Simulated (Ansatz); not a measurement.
# Cs (Im-3m): phonon-mediated transition temperature

Aim: the phonon-mediated transition temperature of Cs (Im-3m) at ambient pressure, over a range of μ*. The cell shown first is a relaxed one, from steps not shown here.

Method: DFT PBE, scalar-relativistic, plane waves, PAW; PAW set soft_1, in Ansatz 0.2.0.

### 1. The cell after earlier relaxation steps

The structure is cubic, space group Im-3m (No. 229). Conventional cell: a = 6.159 Å, b = 6.159 Å, c = 6.159 Å, α = 90.00°, β = 90.00°, γ = 90.00°.

### 2. Coupling and resistivity: q 3×3×3, k 9×9×9, scattering 12×12×12

The run that gives the couplings also evaluates McMillan's and Allen and Dynes's formulas and, where asked, the Eliashberg equations, over a range of μ*.

The input, input.yaml:

```yaml
crystal:
  lattice:
    - [-3.0795549609, 3.0795549609, 3.0795549609]
    - [3.0795549609, -3.0795549609, 3.0795549609]
    - [3.0795549609, 3.0795549609, -3.0795549609]
  atoms:
    - { symbol: Cs, position: [0.0, 0.0, 0.0] }
kpoints:
  mp_grid: { grid: [9, 9, 9] }
hamiltonian:
  xc: pbe
  pseudopotentials: { kind: paw, azcp: { folder: soft_1 } }
scf:
  occupations: { method: methfessel_paxton, width: 0.2 }
output:
  eigenvalues: true
phonons:
  method: dfpt
  qmesh: [3, 3, 3]
  temperatures: { t_max: 1000, t_step: 50 }
  qpath:
    path:
      - [[0.0, 0.0, 0.0], [0.5, -0.5, 0.5], [0.0, 0.0, 0.5], [0.0, 0.0, 0.0], [0.25, 0.25, 0.25], [0.5, -0.5, 0.5]]
      - [[0.25, 0.25, 0.25], [0.0, 0.0, 0.5]]
    npoints: 6
  electrical_resistivity:
    mesh: [12, 12, 12]
    temperatures: [20.0, 50.0, 80.0, 100.0, 150.0, 200.0, 273.0, 300.0, 400.0, 500.0, 600.0, 800.0]
  superconductivity: { mesh: [12, 12, 12] }
```

Run with:

```sh
$ ansatz run input.yaml --threads 16 --pin off --max-ram 92160MiB --backend cuda --events-out ev --progress --plain --runs-dir out --max-vram 78GiB
```

Numbers of over 12 decimals in the logs are rounded to 6 here.

The log of the run:

```text
Engine: ansatz 0.2.0, aarch64-unknown-linux-gnu
Pseudopotentials: kind: paw
Pseudopotential: Cs, paw, valence charge 9, recommended cutoff 420 eV (normal), soft_1/Cs.paw.azcp
Functional definition: PBE
  parameter kappa = 0.804
  parameter beta = 0.066725
  exchange = pbe_x(kappa = kappa, mu = beta*pi^2/3)
  correlation = pbe_c(beta = beta)
[...]
Crystal: 1 atoms, lattice volume = 116.822 Å³
Basis set: ecut = 420 eV, 2243 PW (Γ), exchange–correlation on 72×72×72 points (8 copies of the dense FFT grid, shifted against one another)
Bands: 9, of which v1, the nominal top of the filled ones, is band 5 counted from 1 (4 counted from 0)
Symmetry: 48 space group operations
k-points: 35 of 729
Non-local potential: Cs, projectors of the file, l = 0: 3, l = 1: 2, l = 2: 2, l = 3: 2
PAW form: soft (Blöchl's): semilocal exchange-correlation on the pseudo side does not see the compensation charge
PAW one-centre angular grid: Cs, 194 points (default); XC on 64 Gauss nodes
Initial density: superposition of atomic densities (chi_scale 0.1, normalization cell)
Initial wavefunctions: pseudopotential atomic-orbital guess
[...]
Functional: x = pbe(κ = 0.804, μ = 0.219515), c = pbe(β = 0.066725)
SCF iter   1: F=—  HF=-5670.919326 eV  |F-HF|=—  |Δ(HF+E_count)|=         —  Δρ=6.34e-3  dr2=3.50e-2  ethr=3.10e-3  ⟨swp⟩=5.9  Hψ=2426  notcnv=0
preconditioner: auto → Kerker (q_TF=auto, 1.780 Å⁻¹)  [metal: Δε(μ)=0.066 eV  Ē_g=2.655 eV  σ=0.200 eV  W_gap=0.27  n_scr=12 (ndim 8)  ℏωp=3.4 eV  f_vac=0.000  D(μ)=1.10/eV (n_scr^D=0)]
SCF iter   2: F=—  HF=-5670.911622 eV  |F-HF|=—  |Δ(HF+E_count)|=   7.70e-3  S|Δr|=    0.00e0  Δρ=3.49e-3  dr2=1.51e-2  ethr=3.89e-4  ⟨swp⟩=1.0  Hψ=595  notcnv=0
[...]
SCF iter   9: F=-5670.907759 eV  HF=-5670.907759 eV  |F-HF|=4.55e-12  |Δ(HF+E_count)|=  3.92e-10  S|Δr|=    0.00e0  Δρ=4.04e-8  dr2=1.98e-12  ethr=1.00e-12  ⟨swp⟩=6.3  Hψ=1627  notcnv=0
SCF 1 converged in 9 iterations: F = -5670.907759 eV  dr2 = 1.98e-12
  greatest PAW one-centre occupation: 0.930 electrons in one spin orbital (limit 2), on the Cs atom at site 0 (counted from 0), in its partial waves of l = 0
[...]
NSCF: frozen V_eff on 35 k-points, pencils in batches of 32, up to order 36
[...]
NSCF: frozen V_eff on 35 k-points
[...]
DFPT response loops at q = (0, 0, 0) (fractional): preconditioner auto → Kerker (q_TF=auto, 1.780 Å⁻¹) (partly filled bands, converged f_vac=0.001); β = 1.00, the filter's whole step (`scf.mixing.beta` (0.50) is not read by the response loops under this deck's `scf.mixing.preconditioner`; to damp them name `kerker` or `kerker_dos`, under which they read `scf.mixing.beta`, and type it under 1.00, their step now; both keys bind the ground state too); Anderson in place of MSR1; while a model of the screening serves, it and β = 1 on shorter waves in the place of filter and β
[...]
NSCF: frozen V_eff on 35 k-points
[...]
DFPT response loops at q = (0, 0, 0.333333) (fractional): mixed as the last ones told, above
[...]
DFPT response loops at q = (0, 0.333333, 0.333333) (fractional): mixed as the last ones told, above
[...]
DFPT response loops at q = (0.333333, 0.333333, -0.333333) (fractional): mixed as the last ones told, above
[...]
SCF iter   1: F=—  HF=-5670.919326 eV  |F-HF|=—  |Δ(HF+E_count)|=         —  Δρ=6.34e-3  dr2=3.50e-2  ethr=3.10e-3  ⟨swp⟩=5.9  Hψ=2426  notcnv=0
SCF iter   2: F=—  HF=-5670.911622 eV  |F-HF|=—  |Δ(HF+E_count)|=   7.70e-3  S|Δr|=    0.00e0  Δρ=3.49e-3  dr2=1.51e-2  ethr=3.89e-4  ⟨swp⟩=1.0  Hψ=595  notcnv=0
SCF iter   3: F=—  HF=-5670.907452 eV  |F-HF|=—  |Δ(HF+E_count)|=   4.17e-3  S|Δr|=    0.00e0  Δρ=7.04e-4  dr2=1.14e-3  ethr=1.67e-4  ⟨swp⟩=2.5  Hψ=451  notcnv=0
SCF iter   4: F=—  HF=-5670.907714 eV  |F-HF|=—  |Δ(HF+E_count)|=   2.63e-4  S|Δr|=    0.00e0  Δρ=1.36e-4  dr2=2.87e-5  ethr=1.27e-5  ⟨swp⟩=2.5  Hψ=453  notcnv=0
SCF iter   5: F=—  HF=-5670.907742 eV  |F-HF|=—  |Δ(HF+E_count)|=   2.73e-5  S|Δr|=    0.00e0  Δρ=2.86e-5  dr2=1.90e-6  ethr=3.18e-7  ⟨swp⟩=2.0  Hψ=444  notcnv=0
[...]
SCF iter   7: F=—  HF=-5670.907759 eV  |F-HF|=—  |Δ(HF+E_count)|=   3.93e-7  S|Δr|=    0.00e0  Δρ=1.77e-6  dr2=5.22e-9  ethr=2.04e-9  ⟨swp⟩=2.6  Hψ=425  notcnv=0
[...]
SCF 2 converged in 9 iterations: F = -5670.907759 eV  dr2 = 1.94e-12
[...]
SCF converged after 9 iterations
[...]
mean free path at 50 K (of a tensor a third of its trace): 68.8 nm by what each carries, 58.1 by the Fermi surface alone
  Hall coefficient in a weak field at 50 K (a third of the trace): -6.430e-10 m³/C (as a tensor it moves by 13.3 % between the two finest meshes); by each state's relaxation time: -6.836e-10 m³/C; by a constant relaxation time: -6.300e-10 m³/C
  mean free path at 80 K (of a tensor a third of its trace): 42.0 nm by what each carries, 35.6 by the Fermi surface alone
  Hall coefficient in a weak field at 80 K (a third of the trace): -6.442e-10 m³/C (as a tensor it moves by 12.0 % between the two finest meshes); by each state's relaxation time: -6.833e-10 m³/C; by a constant relaxation time: -6.302e-10 m³/C
  mean free path at 100 K (of a tensor a third of its trace): 33.4 nm by what each carries, 28.3 by the Fermi surface alone
  Hall coefficient in a weak field at 100 K (a third of the trace): -6.457e-10 m³/C (as a tensor it moves by 11.3 % between the two finest meshes); by each state's relaxation time: -6.847e-10 m³/C; by a constant relaxation time: -6.303e-10 m³/C
  mean free path at 150 K (of a tensor a third of its trace): 22.1 nm by what each carries, 18.7 by the Fermi surface alone
  Hall coefficient in a weak field at 150 K (a third of the trace): -6.494e-10 m³/C (as a tensor it moves by 10.4 % between the two finest meshes); by each state's relaxation time: -6.887e-10 m³/C; by a constant relaxation time: -6.298e-10 m³/C
  mean free path at 200 K (of a tensor a third of its trace): 16.5 nm by what each carries, 14.0 by the Fermi surface alone
  Hall coefficient in a weak field at 200 K (a third of the trace): -6.519e-10 m³/C (as a tensor it moves by 10.1 % between the two finest meshes); by each state's relaxation time: -6.922e-10 m³/C; by a constant relaxation time: -6.288e-10 m³/C
  mean free path at 273 K (of a tensor a third of its trace): 12.1 nm by what each carries, 10.2 by the Fermi surface alone
  Hall coefficient in a weak field at 273 K (a third of the trace): -6.530e-10 m³/C (as a tensor it moves by 10.6 % between the two finest meshes); by each state's relaxation time: -6.945e-10 m³/C; by a constant relaxation time: -6.267e-10 m³/C
  mean free path at 300 K (of a tensor a third of its trace): 11.1 nm by what each carries, 9.33 by the Fermi surface alone
  Hall coefficient in a weak field at 300 K (a third of the trace): -6.532e-10 m³/C (as a tensor it moves by 9.6 % between the two finest meshes); by each state's relaxation time: -6.952e-10 m³/C; by a constant relaxation time: -6.258e-10 m³/C
  mean free path at 400 K (of a tensor a third of its trace): 8.37 nm by what each carries, 7.05 by the Fermi surface alone
  Hall coefficient in a weak field at 400 K (a third of the trace): -6.523e-10 m³/C (as a tensor it moves by 10.7 % between the two finest meshes); by each state's relaxation time: -6.964e-10 m³/C; by a constant relaxation time: -6.221e-10 m³/C
  mean free path at 500 K (of a tensor a third of its trace): 6.76 nm by what each carries, 5.68 by the Fermi surface alone
  Hall coefficient in a weak field at 500 K (a third of the trace): -6.503e-10 m³/C (as a tensor it moves by 10.4 % between the two finest meshes); by each state's relaxation time: -6.967e-10 m³/C; by a constant relaxation time: -6.181e-10 m³/C
  mean free path at 600 K (of a tensor a third of its trace): 5.69 nm by what each carries, 4.77 by the Fermi surface alone
  Hall coefficient in a weak field at 600 K (a third of the trace): -6.474e-10 m³/C (as a tensor it moves by 10.7 % between the two finest meshes); by each state's relaxation time: -6.961e-10 m³/C; by a constant relaxation time: -6.138e-10 m³/C
  mean free path at 800 K (of a tensor a third of its trace): 4.36 nm by what each carries, 3.63 by the Fermi surface alone
  Hall coefficient in a weak field at 800 K (a third of the trace): -6.373e-10 m³/C (as a tensor it moves by 9.9 % between the two finest meshes); by each state's relaxation time: -6.904e-10 m³/C; by a constant relaxation time: -6.049e-10 m³/C
  the resistivity times a path that all electrons share, by the Fermi surface of the deck's mesh alone (a third of the trace): 3.013e-15 Ω·m²
  not converged in the mesh (λ; λ_tr; the resistivity at 20 K by 6.30 %; the resistivity at 50 K by 6.18 %; the resistivity at 80 K by 7.52 %; the resistivity at 100 K by 8.16 %; the resistivity at 150 K by 8.84 %; the resistivity at 200 K by 9.55 %; the resistivity at 273 K by 9.43 %; the resistivity at 300 K by 10.47 %; the resistivity at 400 K by 9.87 %; the resistivity at 500 K by 10.23 %; the resistivity at 600  [...]
  vibrations of 27 cells: unjudged by the run; compare a larger repeat
  the changes of the potential over all sites missed a rigid shift's by 0.00 % (the site terms' by 0.10 %)
--- Superconductivity: potentials and phonons of a 3×3×3 supercell ---
           mesh         λ    ħω_log (meV)  μ* declared at (meV)
       12×12×12    0.2284           1.569                2.309
          6×6×6    0.2247           1.647                2.394
          3×3×3    0.1405           2.388                3.055
  λ by the species' shares of the modes' patterns: Cs 0.2284
  with the Fermi level up to 4.4 meV (the hardest mode) off, states and modes as they are: density of states 0.6657 to 0.6734 /eV of one spin and cell, λ 0.2270 to 0.2298
  transition temperature on the deck's mesh (K), isotropic and anisotropic, restricted to the Fermi surface (FSR) and over the full bandwidth (FBW), and the last with the density of states resolved in a narrower window:
        μ*   McMillan   Allen–Dynes      iso. FSR      iso. FBW    aniso. FSR    aniso. FBW  narrow window
      0.08      0.001         0.001    none_found    none_found    none_found    none_found     none_found
      0.10      0.000         0.000    none_found    none_found    none_found    none_found     none_found
      0.12      0.000         0.000    none_found    none_found    none_found    none_found     none_found
      0.13      0.000         0.000    none_found    none_found    none_found    none_found     none_found
      0.14      0.000         0.000    none_found    none_found    none_found    none_found     none_found
      0.16      0.000         0.000    none_found    none_found    none_found    none_found     none_found
      0.20      0.000         0.000    none_found    none_found    none_found    none_found     none_found
  none_found: no transition down to 0.1 K
  isotope coefficients −∂ln Tc/∂ln M under μ* = 0.13, the force constants as they are, of the isotropic transitions restricted to the Fermi surface and over the full bandwidth: Cs - and -
  converged in the mesh: between neighbouring meshes, the two finest first, λ moves by 1.60 % and 37.50 % and the anisotropic transition temperature over the full bandwidth at μ* = 0.13 by nothing (neither mesh has one) and nothing (neither mesh has one); converged means that the two finest part by at most 2.00 % and 5.00 %
  vibrations of 27 cells: unjudged by the run; compare a larger repeat
  the changes of the potential over all sites missed a rigid shift's by 0.00 % (the site terms' by 0.10 %)
```

Elapsed: 19 s, on 1 × NVIDIA GB200 with 16 threads of Arm Neoverse V2, shared host; peak memory 4.9 GiB; 2.8 min of CPU time.

This step gave:

```
volume per atom                                                                : 116.8 Å³/atom
metallic on mesh                                                               : yes
gap on the k-mesh                                                              : 0 eV
zero point energy                                                              : 0.004171 eV/cell
share of imaginary modes in the plain interpolation between solved wavevectors : 0
highest frequency, solved or plainly interpolated                              : 35.4 cm⁻¹
Debye temperature (second moment)                                              : 44 K
resistivity at 300 K                                                           : 32.28 μΩ cm
coupling constant λ                                                            : 0.2284
density of states at the Fermi level                                           : 0.6695 states/eV a spin and cell
log mean phonon energy ħω_log                                                  : 1.569 meV
transport coupling constant λ_tr                                               : 0.2708, 0.2708, 0.2708 (xx, yy, zz)
Drude plasma energy                                                            : 3.039, 3.039, 3.039 eV (xx, yy, zz)
resistivity times mean free path                                               : 30.13, 30.13, 30.13 × 10⁻¹⁶ Ω m² (xx, yy, zz)
second-moment phonon energy ħω₂                                                : 2.309 meV
coupling λ by branch                                                           : 0.129, 0.0414, 0.0581 (branches by rank of frequency)
```

An empty cell: under 1 mK by a formula, or no transition down to the floor of the Eliashberg search. Transition temperatures:

```csv
μ*,McMillan Tc (K),Allen–Dynes Tc (K)
0.08,0.00136,0.00137
0.1,-,-
0.12,-,-
0.13,-,-
0.14,-,-
0.16,-,-
0.2,-,-
```

### 3. Electron–phonon run: q 3×3×3, k 12×12×12, scattering 16×16×16

The next rung changes the k mesh of the density and its response; the scattering mesh, which samples the Fermi surface.

input.yaml: that of step 2 with these lines changed.

```diff
@@ -8,3 +8,3 @@
 kpoints:
-  mp_grid: { grid: [9, 9, 9] }
+  mp_grid: { grid: [12, 12, 12] }
 hamiltonian:
@@ -26,4 +26,4 @@
   electrical_resistivity:
-    mesh: [12, 12, 12]
+    mesh: [16, 16, 16]
     temperatures: [20.0, 50.0, 80.0, 100.0, 150.0, 200.0, 273.0, 300.0, 400.0, 500.0, 600.0, 800.0]
-  superconductivity: { mesh: [12, 12, 12] }
+  superconductivity: { mesh: [16, 16, 16] }
```

The log of the run:

```text
[...]
Crystal: 1 atoms, lattice volume = 116.822 Å³
Basis set: ecut = 420 eV, 2243 PW (Γ), exchange–correlation on 72×72×72 points (8 copies of the dense FFT grid, shifted against one another)
Bands: 9, of which v1, the nominal top of the filled ones, is band 5 counted from 1 (4 counted from 0)
Symmetry: 48 space group operations
k-points: 72 of 1728
[...]
SCF iter   1: F=—  HF=-5670.916912 eV  |F-HF|=—  |Δ(HF+E_count)|=         —  Δρ=6.34e-3  dr2=3.49e-2  ethr=3.10e-3  ⟨swp⟩=5.8  Hψ=4957  notcnv=0
[...]
SCF iter   2: F=—  HF=-5670.909199 eV  |F-HF|=—  |Δ(HF+E_count)|=   7.71e-3  S|Δr|=    0.00e0  Δρ=3.49e-3  dr2=1.50e-2  ethr=3.88e-4  ⟨swp⟩=1.0  Hψ=1224  notcnv=0
[...]
SCF iter   9: F=-5670.905345 eV  HF=-5670.905345 eV  |F-HF|=3.64e-12  |Δ(HF+E_count)|=  3.71e-10  S|Δr|=    0.00e0  Δρ=4.33e-8  dr2=2.30e-12  ethr=1.00e-12  ⟨swp⟩=6.3  Hψ=3282  notcnv=0
SCF 1 converged in 9 iterations: F = -5670.905345 eV  dr2 = 2.30e-12
[...]
NSCF: frozen V_eff on 72 k-points, pencils in batches of 32, up to order 36
[...]
NSCF: frozen V_eff on 72 k-points
[...]
SCF iter   1: F=—  HF=-5670.916912 eV  |F-HF|=—  |Δ(HF+E_count)|=         —  Δρ=6.34e-3  dr2=3.49e-2  ethr=3.10e-3  ⟨swp⟩=5.8  Hψ=4957  notcnv=0
[...]
SCF iter   5: F=—  HF=-5670.905329 eV  |F-HF|=—  |Δ(HF+E_count)|=   2.85e-5  S|Δr|=    0.00e0  Δρ=2.87e-5  dr2=1.91e-6  ethr=3.19e-7  ⟨swp⟩=2.0  Hψ=914  notcnv=0
[...]
SCF iter   7: F=—  HF=-5670.905345 eV  |F-HF|=—  |Δ(HF+E_count)|=   4.01e-7  S|Δr|=    0.00e0  Δρ=1.74e-6  dr2=4.98e-9  ethr=2.11e-9  ⟨swp⟩=2.6  Hψ=877  notcnv=0
[...]
SCF 2 converged in 9 iterations: F = -5670.905345 eV  dr2 = 2.24e-12
[...]
SCF converged after 9 iterations
[...]
vibrations of 27 cells: unjudged by the run; compare a larger repeat
[...]
--- Superconductivity: potentials and phonons of a 3×3×3 supercell ---
           mesh         λ    ħω_log (meV)  μ* declared at (meV)
       16×16×16    0.2374           1.473                2.240
          8×8×8    0.2300           1.531                2.314
          4×4×4    0.6470           1.138                1.947
  λ by the species' shares of the modes' patterns: Cs 0.2374
[...]
0.08      0.002         0.002    none_found    none_found    none_found    none_found     none_found
      0.10      0.000         0.000    none_found    none_found    none_found    none_found     none_found
      0.12      0.000         0.000    none_found    none_found    none_found    none_found     none_found
      0.13      0.000         0.000    none_found    none_found    none_found    none_found     none_found
      0.14      0.000         0.000    none_found    none_found    none_found    none_found     none_found
      0.16      0.000         0.000    none_found    none_found    none_found    none_found     none_found
      0.20      0.000         0.000    none_found    none_found    none_found    none_found     none_found
  none_found: no transition down to 0.1 K
[...]
not converged in the mesh (λ): between neighbouring meshes, the two finest first, λ moves by 3.12 % and 181.33 % and the anisotropic transition temperature over the full bandwidth at μ* = 0.13 by nothing (neither mesh has one) and (not known); converged means that the two finest part by at most 2.00 % and 5.00 %
  vibrations of 27 cells: unjudged by the run; compare a larger repeat
[...]
```

It took 27 s on 1 × NVIDIA GB200 with 16 threads; peak memory 4.9 GiB; 4.1 min of CPU time.

This step gave:

```
zero point energy                                 : 0.004149 eV/cell
highest frequency, solved or plainly interpolated : 35.3 cm⁻¹
resistivity at 300 K                              : 32.37 μΩ cm
coupling constant λ                               : 0.2374
density of states at the Fermi level              : 0.6806 states/eV a spin and cell
log mean phonon energy ħω_log                     : 1.473 meV
transport coupling constant λ_tr                  : 0.2803, 0.2803, 0.2803 (xx, yy, zz)
Drude plasma energy                               : 3.042, 3.042, 3.042 eV (xx, yy, zz)
resistivity times mean free path                  : 29.95, 29.95, 29.95 × 10⁻¹⁶ Ω m² (xx, yy, zz)
second-moment phonon energy ħω₂                   : 2.24 meV
coupling λ by branch                              : 0.138, 0.0423, 0.0574 (branches by rank of frequency)
```

An empty cell: under 1 mK by a formula, or no transition down to the floor of the Eliashberg search. Transition temperatures:

```csv
μ*,McMillan Tc (K),Allen–Dynes Tc (K)
0.08,0.00207,0.00208
0.1,-,-
0.12,-,-
0.13,-,-
0.14,-,-
0.16,-,-
0.2,-,-
```

Between step 2 and this run (k-mesh 12×12×12 and scattering mesh 16×16×16) the value for the log mean phonon energy ħω_log moves from 1.57 meV to 1.47 meV (-6 %).

(Part 1 of 2 ends here.)

[Logs are printed without paths, hosts, clocks, repeated set-up lines and the standing remarks that a program may print on its own settings, such as how far it seeks lower states.]

[Hosts, paths, dates, database ids (printed as entryN), source tags and the programs' standing remarks are cut or masked in the printed files.]
